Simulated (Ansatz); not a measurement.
# Sn wire along [100], 21 atoms a period, H-terminated: bands by functional

Wanted: the relaxed geometry and the bands of the Sn wire along [100], 21 atoms a period, H-terminated.

Method: DFT PBE, plane waves, PAW; relaxation of a wire's period; PAW set soft_1, in the first sound run; inputs show where later runs differ, in Ansatz 0.2.0.

Most raw output is cut from this account.

**1. Set-up**

The cell holds 41 atoms: 21 Sn and 20 H. Cell: a = 18.796 Å, b = 18.796 Å, c = 6.650 Å, α = 90.0°, β = 90.0°, γ = 90.0°. Vacuum lies along a and b. The structure's axis is c.

**2. Relaxation of atoms and period**

Band widths follow the bond lengths, so the wire is relaxed first. The atoms and the third cell vector are free; the box across stays fixed as vacuum. A Fermi-Dirac smearing is set since the result may be a metal. The pressure printed is a third of the stress's trace over the whole box, vacuum included; only the stress along the axis is relaxed.

The input, input.yaml:

```yaml
crystal:
  lattice:
    - [18.796, 0.0, 0.0]
    - [0.0, 18.796, 0.0]
    - [0.0, 0.0, 6.65]
  atoms:
    - { symbol: Sn, position: [0.234643699, 0.58844238, 0.0] }
    - { symbol: Sn, position: [0.41154304, 0.41154304, 0.0] }
    - { symbol: Sn, position: [0.41154304, 0.76534172, 0.0] }
    - { symbol: Sn, position: [0.58844238, 0.234643699, 0.0] }
    - { symbol: Sn, position: [0.58844238, 0.58844238, 0.0] }
    - { symbol: Sn, position: [0.76534172, 0.41154304, 0.0] }
    - { symbol: H, position: [0.269339221, 0.269339221, 0.098065719] }
    - { symbol: H, position: [0.730646198, 0.730646198, 0.098065719] }
[... 29 atom lines left out ...]
    - { symbol: H, position: [0.180889551, 0.642196528, 0.848065719] }
    - { symbol: H, position: [0.357788891, 0.819095868, 0.848065719] }
    - { symbol: H, position: [0.642196528, 0.180889551, 0.848065719] }
    - { symbol: H, position: [0.819095868, 0.357788891, 0.848065719] }
kpoints:
  mp_grid: { grid: [1, 1, 13] }
scf:
  occupations: { method: fermi_dirac, width: 0.05 }
hamiltonian:
  xc: pbe
  pseudopotentials: { kind: paw, azcp: { folder: soft_1 } }
relax:
  cell: { fix: [a, b, alpha, beta, gamma] }
  max_steps: 45
  f_tol: 0.03
```

The run is started by

```sh
ansatz run input.yaml --threads 4 --pin off --max-ram 16384MiB --backend cpu --events-out ev --progress --plain --runs-dir out
```

Elapsed: 15 min, on 4 threads of Arm Neoverse V1, shared host; peak memory 7.9 GiB; 62 min of CPU time.

Step by step:

```tsv
step	energy less that of the first step (eV)	largest force component (eV/Å)	pressure (GPa)	volume (Å³)
1	0.0000	0.1694	-0.36	2349.38
2	0.1221	0.7398	0.30	2339.68
3	-0.1825	0.0525	-0.11	2347.77
4	-0.2176	0.0450	-0.01	2350.67
5	-0.2487	0.0652	0.00	2355.60
6	-0.2643	0.0248	0.00	2353.72
7	-0.2747	0.0294	-0.01	2351.21
8*	-0.2749	0.0294	-0.01	2351.21
```

Relaxation steps marked * repeat the geometry before them on a plane-wave basis chosen anew for their cell, so energy and pressure can jump there. Relaxation step 2 was tried and not accepted.

Forces are held to the 8 operations that the run works with; a distortion that breaks them can't arise in this run.

```tsv
cell as run	before	after	change
c (Å)	6.650	6.655	+0.1 %
```

The atoms that moved most (Å, along periodic axes as changes of fractional coordinates times the final cell, across vacuum about the mean position):

```tsv
atom	dx	dy	dz	length
H38	0.242	0.136	-0.141	0.311
H40	0.136	0.242	-0.141	0.311
H31	-0.136	0.242	0.141	0.311
H30	0.242	-0.136	0.141	0.311
H32	0.136	-0.242	0.141	0.311
H33	-0.242	0.136	0.141	0.311
H39	-0.136	-0.242	-0.141	0.311
H41	-0.242	-0.136	-0.141	0.311
```

This step gave:

```
cell length along the wire : 6.655 Å
```

The cell's length comes to 6.655 Å with spin left out.

**3. The wire at its relaxed period**

This step: DFT PBE, plane waves, PAW; bands of a perfect wire; PAW set soft_1 (Ansatz 0.2.0).

At the relaxed period the bands are computed along the axis; those that cross an energy going forward count the channels that a perfect wire would open there.

The input, input.yaml:

```yaml
crystal:
  lattice:
    - [18.796, 0.0, 0.0]
    - [0.0, 18.796, 0.0]
    - [0.0, 0.0, 6.6551964455]
  atoms:
    - { symbol: Sn, position: [0.239064299, 0.592378638, 0.987519419] }
    - { symbol: Sn, position: [0.412704258, 0.412704258, 0.999838065] }
    - { symbol: Sn, position: [0.407606782, 0.760921121, 0.987519419] }
    - { symbol: Sn, position: [0.592378638, 0.239064299, 0.987519419] }
    - { symbol: Sn, position: [0.587281161, 0.587281161, 0.999838065] }
    - { symbol: Sn, position: [0.760921121, 0.407606782, 0.987519419] }
    - { symbol: H, position: [0.272028277, 0.272028277, 0.102752377] }
    - { symbol: H, position: [0.727957142, 0.727957142, 0.102752377] }
[... 29 atom lines left out ...]
    - { symbol: H, position: [0.193752818, 0.649441764, 0.826904081] }
    - { symbol: H, position: [0.350543655, 0.806232601, 0.826904081] }
    - { symbol: H, position: [0.649441764, 0.193752818, 0.826904081] }
    - { symbol: H, position: [0.806232601, 0.350543655, 0.826904081] }
kpoints:
  mp_grid: { grid: [1, 1, 13] }
  band_path: { path: ["Γ", Z], npoints: 90 }
scf:
  occupations: { method: fermi_dirac, width: 0.05 }
hamiltonian:
  xc: pbe
  pseudopotentials: { kind: paw, azcp: { folder: soft_1 } }
output:
  dos: { e_range: [-5, 4] }
  write_potential: true
  write_density: true
  volumetric_format: npy
```

It took 25 min on 4 threads; peak memory 13 GiB; 1.6 h of CPU time.

This step gave:

```yaml
band_gap: 1.725 eV
```

Electronic bands along the path, in eV, zero at the Fermi level; v1 is the highest filled band, c1 the lowest empty one:

```tsv
point	v4	v3	v2	v1	c1	c2	c3	c4
Γ	-1.13	-1.06	-1.06	-0.87	0.85	1.57	1.63	1.68
halfway	-1.36	-1.11	-1.02	-1.02	1.12	1.28	1.28	1.50
Z	-1.36	-1.31	-1.28	-1.28	1.09	1.11	1.16	1.16
```

The gap is 1.73 eV, with spin left out.

The path shows a direct gap of 1.73 eV (valence top at Γ, conduction bottom at Γ).

**4. Levels at the same atoms, cutoff 500 eV, k-mesh 1×1×10**

This step: DFT r2SCAN, plane waves, PAW; bands of a perfect wire at the PBE geometry; PAW set soft_1 (Ansatz 0.2.0).

The atoms stay at the PBE geometry and the functional changes. r2SCAN also reads the kinetic-energy density; it often gives larger moments and wider gaps than PBE, at a higher cost. Against the first PBE run of this kind, the cutoff is 500 eV against 420 and the mesh along the wire has 10 points against 13.

input.yaml: that of step 3 with these lines changed.

```diff
@@ -48,3 +48,3 @@
 kpoints:
-  mp_grid: { grid: [1, 1, 13] }
+  mp_grid: { grid: [1, 1, 10] }
   band_path: { path: ["Γ", Z], npoints: 90 }
@@ -53,8 +53,3 @@
 hamiltonian:
-  xc: pbe
+  xc: r2scan
   pseudopotentials: { kind: paw, azcp: { folder: soft_1 } }
-output:
-  dos: { e_range: [-5, 4] }
-  write_potential: true
-  write_density: true
-  volumetric_format: npy
```

Elapsed: 37 min, on 4 threads; peak memory 12 GiB.

Numbers from this step:

```yaml
band_gap: 2.067 eV
```

Electronic bands along the path, in eV, zero at the Fermi level; v1 is the highest filled band, c1 the lowest empty one:

```tsv
point	v4	v3	v2	v1	c1	c2	c3	c4
Γ	-1.32	-1.23	-1.23	-1.04	1.03	1.62	1.70	1.75
halfway	-1.55	-1.28	-1.20	-1.20	1.26	1.40	1.40	1.61
Z	-1.56	-1.51	-1.47	-1.47	1.21	1.23	1.28	1.28
```

The gap is 2.07 eV, against 1.73 eV under PBE at the relaxed period.

**5. Summary of results**

- cell length, PBE: 6.655 Å
- gap, PBE: 1.73 eV
- gap, r2SCAN: 2.07 eV

What this shows: Under PBE the cell's length is 6.66 Å, and a gap of 1.73 eV makes it a semiconductor. At the relaxed period the wire is gapped under every functional, from 1.73 eV (PBE) to 2.07 eV (r2SCAN). Weak screening in one dimension makes quasiparticle gaps larger than the semilocal gaps, as a rule.

[Logs are printed without paths, hosts, clocks, repeated set-up lines and the standing remarks that a program may print on its own settings, such as how far it seeks lower states.]

[Hosts, paths, dates, database ids (printed as entryN), source tags and the programs' standing remarks are cut or masked in the printed files.]
